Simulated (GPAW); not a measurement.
# The basis that the transmission of a Mo chain with two C atoms in line needs, part 2 of 2

How well does a Mo chain with two C atoms in line conduct at low bias, and how far do basis and functional move the answer?

GPAW 26.7.0; GPAW LCAO, PAW setups; Landauer transmission from Green's functions with principal layers (ASE), zero bias.

So far, transmission at the Fermi level (one spin): step 2 (GPAW, dzp, PBE, GPAW) 2.11; step 3 (basis szp(dzp), PBE, GPAW) 2.11; step 4 (basis sz(dzp), PBE, GPAW) 2.10; step 5 (RPBE) 2.11.

### Step 7. Comparison

The curves are compared point by point over the common energies.

This step: comparison of transmission and cost over codes and levels (GPAW 26.7.0).

Ladder, by row:

```
    step  code  T at the Fermi level (sum over the listed spins)  conductance (G0)  r.m.s. T(E) from the first  wall time (s)  peak memory (GiB)  threads
     dzp  GPAW                                             2.113             2.113                           0          216.6               1.39        1
     szp  GPAW                                             2.114             2.114                      0.3066          142.6               1.28        1
      sz  GPAW                                             2.099             2.099                      0.4375          96.45               1.22        1
dzp-RPBE  GPAW                                             2.114             2.114                     0.01166            245               1.39        1
```

The transmission, zone mean, sum over the listed spins by energy, zero at the Fermi level:

```
energy (eV)     dzp     szp      sz  dzp-RPBE
    -3.0000    1.70    1.53    1.57      1.62
    -2.7750    1.81    1.80    1.80      1.83
    -2.4750    1.98    1.98    1.98      1.99
    -2.2500    2.04    2.04    2.04      2.05
    -2.0250    2.06    2.06    2.05      2.07
    -1.7250    2.07    2.07    2.06      2.06
    -1.5000    2.10    2.08    2.06      2.09
    -1.2750    2.09    2.09    2.08      2.10
    -0.9750    2.11    2.10    2.10      2.12
    -0.7500    2.12    2.11    2.10      2.12
    -0.6750    2.12    2.11    2.10      2.12
    -0.6000    2.12    2.12    2.10      2.12
    -0.5250    2.12    2.12    2.10      2.12
    -0.2250    2.12    2.11    2.10      2.12
     0.0000    2.11    2.11    2.10      2.11
     0.2250    2.11    2.11    2.10      2.11
     0.5250    2.10    2.11    2.10      2.10
     0.7500    2.10    2.11    2.10      2.10
     0.9750    2.09    2.10    2.10      2.10
     1.2750    2.07    2.09    2.09      2.07
     1.5000    2.01    2.06    2.08      2.01
     1.7250    1.89    2.01    2.05      1.87
     2.0250   0.102    1.83    1.98     0.108
     2.2500  0.0953  0.0932    1.76     0.101
     2.4750  0.0880  0.0853  0.0896    0.0939
     2.7750  0.0761  0.0739  0.0786    0.0816
     3.0000  0.0625  0.0587  0.0632    0.0695
```

### Step 8. Density threshold 0.01

The Hamiltonian is taken from the last density. The density threshold is one of the tests that end the cycle; the energy must settle too, so a loose value may not be the test that decides.

This step: GPAW LCAO, PAW setups; Landauer transmission from Green's functions with principal layers (ASE), zero bias (GPAW 26.7.0).

The input, run.py:

```python
import json
import numpy as np
from ase import Atoms
from ase.transport.calculators import TransportCalculator
from gpaw import GPAW, FermiDirac
from gpaw.lcao.tools import get_lcao_hamiltonian
from scipy.linalg import eigh

# The junction with lead layers at both ends, along the third cell vector
device = Atoms(
    ['Mo', 'Mo', 'Mo', 'Mo', 'Mo', 'Mo', 'Mo', 'C', 'C', 'Mo', 'Mo', 'Mo', 'Mo', 'Mo', 'Mo', 'Mo'],
    positions=[
        [4.50000, 4.50000, 1.12500],
        [4.50000, 4.50000, 3.37500],
        [4.50000, 4.50000, 5.62500],
        [4.50000, 4.50000, 7.87500],
        [4.50000, 4.50000, 10.12500],
        [4.50000, 4.50000, 12.37500],
        [4.50000, 4.50000, 14.62500],
        [4.50000, 4.50000, 16.35490],
        [4.50000, 4.50000, 17.63490],
        [4.50000, 4.50000, 19.36480],
        [4.50000, 4.50000, 21.61480],
        [4.50000, 4.50000, 23.86480],
        [4.50000, 4.50000, 26.11480],
        [4.50000, 4.50000, 28.36480],
        [4.50000, 4.50000, 30.61480],
        [4.50000, 4.50000, 32.86480]],
    cell=[[9.0, 0.0, 0.0], [0.0, 9.0, 0.0], [0.0, 0.0, 33.9898]],
    pbc=True)

# One principal layer of the lead: the first 5 atoms of the device
lead = Atoms(
    ['Mo', 'Mo', 'Mo', 'Mo', 'Mo'],
    positions=[
        [4.50000, 4.50000, 1.12500],
        [4.50000, 4.50000, 3.37500],
        [4.50000, 4.50000, 5.62500],
        [4.50000, 4.50000, 7.87500],
        [4.50000, 4.50000, 10.12500]],
    cell=[[9.0, 0.0, 0.0], [0.0, 9.0, 0.0], [0.0, 0.0, 11.25]],
    pbc=True)

settings = dict(mode='lcao', basis='dzp', xc='PBE', h=0.2,
                occupations=FermiDirac(0.1), maxiter=250,
                mixer=dict(beta=0.1, nmaxold=8, weight=100.0),
                convergence=dict(density=0.01))
energies = np.arange(-3, 3 + 1e-9, 0.075)
eta = 0.0001
n1, n2 = 1, 1
# k and -k transmit alike, so half of the mesh across the current serves
mesh = [(i, j) for i in range(n1) for j in range(n2) if (i, j) <= (-i % n1, -j % n2)]
weights = np.array([1 if (i, j) == (-i % n1, -j % n2) else 2 for i, j in mesh]) / (n1 * n2)

# [... helper functions left out ...]
fermi_lead = ground_state(lead, (1, 1, 10), 'lead.txt')
fermi_device = ground_state(device, (1, 1, 3), 'device.txt')
# [... loop over the mesh left out, but for ...]
        # Shift the lead onto the potential of the device's first layer
        shift = ((H[:, 0, 0] - H0[:, 0, 0]) / S0[0, 0]).real.mean()
# [...]
kT = 8.617333e-5 * 500
bias = [0.1, 0.2, 0.5, 1.0, 1.5, 2.0]
# [... integrals and printing left out ...]
```

Launch:

```sh
> OMP_NUM_THREADS=1 OPENBLAS_NUM_THREADS=1 python run.py
```

Output:

```text
basis functions: device 432, principal layer 145
Fermi level: lead -2.7400 eV, device -2.8270 eV; lead shifted by 0.0012 eV
largest coupling past the next layer 2.80e-05 eV, largest misfit of the first layer 0.053 eV
  E-E_F (eV)   T (one spin)  [channel counts left out]
    -3.000    1.7179e+00
    -2.925    1.6736e+00
    -2.850    1.7541e+00
    -2.775    1.8080e+00
    -2.700    1.8539e+00
    -2.625    1.8962e+00
    -2.550    1.9354e+00
    -2.475    1.9702e+00
    -2.400    1.9991e+00
    -2.325    2.0216e+00
    -2.250    2.0380e+00
    -2.175    2.0494e+00
    -2.100    2.0570e+00
    -2.025    2.0619e+00
    -1.950    2.0651e+00
    -1.875    2.0672e+00
[...]
2.475    8.7357e-02
     2.550    8.4742e-02
     2.625    8.1946e-02
     2.700    7.8941e-02
     2.775    7.5652e-02
     2.850    7.1772e-02
     2.925    6.8486e-02
     3.000    6.2516e-02
conductance at 500 K: 2.114 G0 a cell; thermopower 0.1349 uV/K
current from the zero-bias T(E) at 0.1 V: 16.378 uA
current from the zero-bias T(E) at 0.2 V: 32.753 uA
current from the zero-bias T(E) at 0.5 V: 81.841 uA
current from the zero-bias T(E) at 1.0 V: 163.62 uA
current from the zero-bias T(E) at 1.5 V: 245.37 uA
current from the zero-bias T(E) at 2.0 V: 326.96 uA
```

Run time: 2.5 min. Hardware: 1 thread of Arm Neoverse V1, shared host; peak memory 1.4 GiB.

The run finished with changed settings (conv = 0.01); it serves as a test.

Side by side:

```
                                           quantity   this run  sound run  difference
                                   conductance (G₀)     2.1140     2.1127     0.00122
largest coupling past the next principal layer (eV)   2.799e-5   2.799e-5      1.2e-9
   largest misfit of the first principal layer (eV)   0.053304   0.050211     0.00309
                    shift that aligns the lead (eV)  0.0012207  -0.013056      0.0143
         transmission at the Fermi level (one spin)     2.1142     2.1129     0.00138
```

### Step 9. K-points along the lead 40, grid spacing 0.16, potential alignment off: lead_nz = 40

The lead's own mesh along the current sets its density and potential; where the lead is aligned to the junction's end layer, a rigid shift drops out. The real-space grid carries density and potential; a coarse one breaks translation symmetry along the lead and scatters electrons that should pass. Without the shift, lead and junction are matched by their Fermi levels alone.

Changes to run.py since step 8:

```diff
@@ -43,6 +43,6 @@
 
-settings = dict(mode='lcao', basis='dzp', xc='PBE', h=0.2,
+settings = dict(mode='lcao', basis='dzp', xc='PBE', h=0.16,
                 occupations=FermiDirac(0.1), maxiter=250,
                 mixer=dict(beta=0.1, nmaxold=8, weight=100.0),
-                convergence=dict(density=0.01))
+                convergence=dict(density=0.0001))
 energies = np.arange(-3, 3 + 1e-9, 0.075)
@@ -55,7 +55,7 @@
 # [... helper functions left out ...]
-fermi_lead = ground_state(lead, (1, 1, 10), 'lead.txt')
+fermi_lead = ground_state(lead, (1, 1, 40), 'lead.txt')
 fermi_device = ground_state(device, (1, 1, 3), 'device.txt')
 # [... loop over the mesh left out, but for ...]
-        # Shift the lead onto the potential of the device's first layer
-        shift = ((H[:, 0, 0] - H0[:, 0, 0]) / S0[0, 0]).real.mean()
+        # Lead and device are aligned by their Fermi levels alone
+        shift = 0.0
 # [...]
```

Output:

```text
basis functions: device 432, principal layer 145
Fermi level: lead -2.7442 eV, device -2.8280 eV; lead shifted by 0.0000 eV
largest coupling past the next layer 2.80e-05 eV, largest misfit of the first layer 0.063 eV
  E-E_F (eV)   T (one spin)  [channel counts left out]
    -3.000    1.6376e+00
    -2.925    1.7161e+00
    -2.850    1.7666e+00
    -2.775    1.8072e+00
    -2.700    1.8474e+00
    -2.625    1.8897e+00
    -2.550    1.9321e+00
    -2.475    1.9708e+00
    -2.400    2.0028e+00
    -2.325    2.0267e+00
    -2.250    2.0431e+00
    -2.175    2.0536e+00
    -2.100    2.0600e+00
    -2.025    2.0638e+00
    -1.950    2.0658e+00
    -1.875    2.0666e+00
[...]
2.475    8.8030e-02
     2.550    8.5585e-02
     2.625    8.2901e-02
     2.700    7.9892e-02
     2.775    7.6481e-02
     2.850    7.2649e-02
     2.925    6.7871e-02
     3.000    6.2214e-02
conductance at 500 K: 2.1126 G0 a cell; thermopower 0.1184 uV/K
current from the zero-bias T(E) at 0.1 V: 16.368 uA
current from the zero-bias T(E) at 0.2 V: 32.736 uA
current from the zero-bias T(E) at 0.5 V: 81.83 uA
current from the zero-bias T(E) at 1.0 V: 163.61 uA
current from the zero-bias T(E) at 1.5 V: 245.34 uA
current from the zero-bias T(E) at 2.0 V: 326.94 uA
```

Elapsed: 7.7 min, on 1 thread; peak memory 2.6 GiB.

Numbers from this step:

- conductance: 2.113 G₀
- largest coupling past the next principal layer: 2.80e-5 eV
- largest misfit of the first principal layer: 0.06295 eV
- shift that aligns the lead: 0 eV
- transmission at the Fermi level (one spin): 2.113

One spin. Table of transmission, zone mean by energy, zero at the Fermi level:

energy (eV), transmission, zone mean and a bar:
```
    -3.00       1.64 #######################
    -2.85       1.77 #########################
    -2.70       1.85 ##########################
    -2.55       1.93 ###########################
    -2.33       2.03 #############################
    -2.17       2.05 #############################
    -2.02       2.06 #############################
    -1.88       2.07 #############################
    -1.73       2.07 #############################
    -1.57       2.07 #############################
    -1.35       2.09 ##############################
    -1.20       2.10 ##############################
    -1.05       2.11 ##############################
    -0.90       2.12 ##############################
    -0.75       2.12 ##############################
    -0.60       2.12 ##############################
    -0.38       2.12 ##############################
    -0.23       2.12 ##############################
    -0.07       2.11 ##############################
     0.00       2.11 ##############################
     0.07       2.11 ##############################
     0.23       2.11 ##############################
     0.38       2.10 ##############################
     0.60       2.10 ##############################
     0.75       2.10 ##############################
     0.90       2.10 ##############################
     1.05       2.09 ##############################
     1.20       2.07 #############################
     1.35       2.05 #############################
     1.57       1.99 ############################
     1.73       1.90 ###########################
     1.88       1.61 #######################
     2.02       0.10 #
     2.17       0.10 #
     2.33       0.09 
     2.55       0.09 
     2.70       0.08 
     2.85       0.07 
     3.00       0.06
```

Not self-consistent under bias; the bias window is split evenly. The current through one cell, from the zero-bias transmission by bias:

```
bias (V)  current through one cell, from the zero-bias transmission (μA)
   0.100                                                            16.4
   0.200                                                            32.7
   0.500                                                            81.8
   1.000                                                             164
   1.500                                                             245
   2.000                                                             327
```

Table of transmission of the three most open eigenchannels by energy, zero at the Fermi level:

```
energy (eV)  channel 1  channel 2  channel 3
      -3.00      0.785      0.785     0.0675
      -2.85      0.849      0.849     0.0691
      -2.70      0.889      0.889     0.0703
      -2.55      0.930      0.930     0.0715
      -2.33      0.976      0.976     0.0745
      -2.17      0.988      0.988     0.0775
      -2.02      0.991      0.991     0.0818
      -1.88      0.989      0.989     0.0876
      -1.73      0.986      0.986     0.0954
      -1.57      0.982      0.982      0.107
      -1.35      0.982      0.982      0.125
      -1.20      0.985      0.985      0.130
      -1.05      0.988      0.988      0.134
      -0.90      0.991      0.991      0.135
      -0.75      0.993      0.993      0.132
      -0.60      0.994      0.994      0.129
      -0.38      0.993      0.993      0.128
      -0.23      0.992      0.992      0.129
      -0.07      0.991      0.991      0.130
       0.00      0.990      0.990      0.129
       0.07      0.990      0.990      0.128
       0.23      0.990      0.990      0.125
       0.38      0.990      0.990      0.121
       0.60      0.990      0.990      0.116
       0.75      0.990      0.990      0.115
       0.90      0.988      0.988      0.115
       1.05      0.984      0.984      0.115
       1.20      0.977      0.977      0.115
       1.35      0.966      0.966      0.114
       1.57      0.937      0.937      0.109
       1.73      0.894      0.894      0.105
       1.88      0.752      0.752     0.0999
       2.02     0.0947    0.00692     1.2e-7
       2.17     0.0899    0.00706     8.7e-8
       2.33     0.0856    0.00689     8.5e-8
       2.55     0.0798    0.00578     8.2e-8
       2.70     0.0756    0.00426     7.9e-8
       2.85     0.0705    0.00217     7.6e-8
       3.00     0.0622     7.2e-8     1.7e-9
```

The conductance equals that of the dzp run to 0.2 %.

### Step 10. Outcome

```yaml
conductance: 2.11 G₀
transmission_at_the_fermi_level_mean_of_the_spins: 2.11
thermopower: about 0 (under 1.5 μV/K)
```

In words: In the dzp basis the junction conducts 2.11 G₀ at 500 K, with T = 2.11 a spin at the Fermi level; the sz basis reaches that conductance within 10 %. At the Fermi level the three most open eigenchannels pass 0.99, 0.99 and 0.13. Measured against the first run (dzp), the nearest curve is that of dzp-RPBE (r.m.s. 0.012) and the farthest that of sz (0.44). Over the compared runs wall time goes from 96 s (sz) to 245 s (dzp-RPBE), on a shared host. The geometry was built from estimated bond lengths and not relaxed, so the numbers describe this model structure. The run had no spin polarisation, so a magnetic state, which chains and small molecules with open shells often have, wasn't tested. An evenly spaced straight chain is an idealisation: free chains tend to dimerise, zigzag or, where a band edge lies near the Fermi level, turn magnetic. The currents use the zero-bias T(E) throughout, which holds only while the bias is small against the distance to the nearest feature. The energy step is wider than the thermal energy, so the conductance and thermopower rest on interpolation of T(E).

[Logs are printed without paths, hosts, clocks, repeated set-up lines and the standing remarks that a program may print on its own settings, such as how far it seeks lower states.]

[Hosts, paths, dates, database ids (printed as entryN), source tags and the programs' standing remarks are cut or masked in the printed files.]
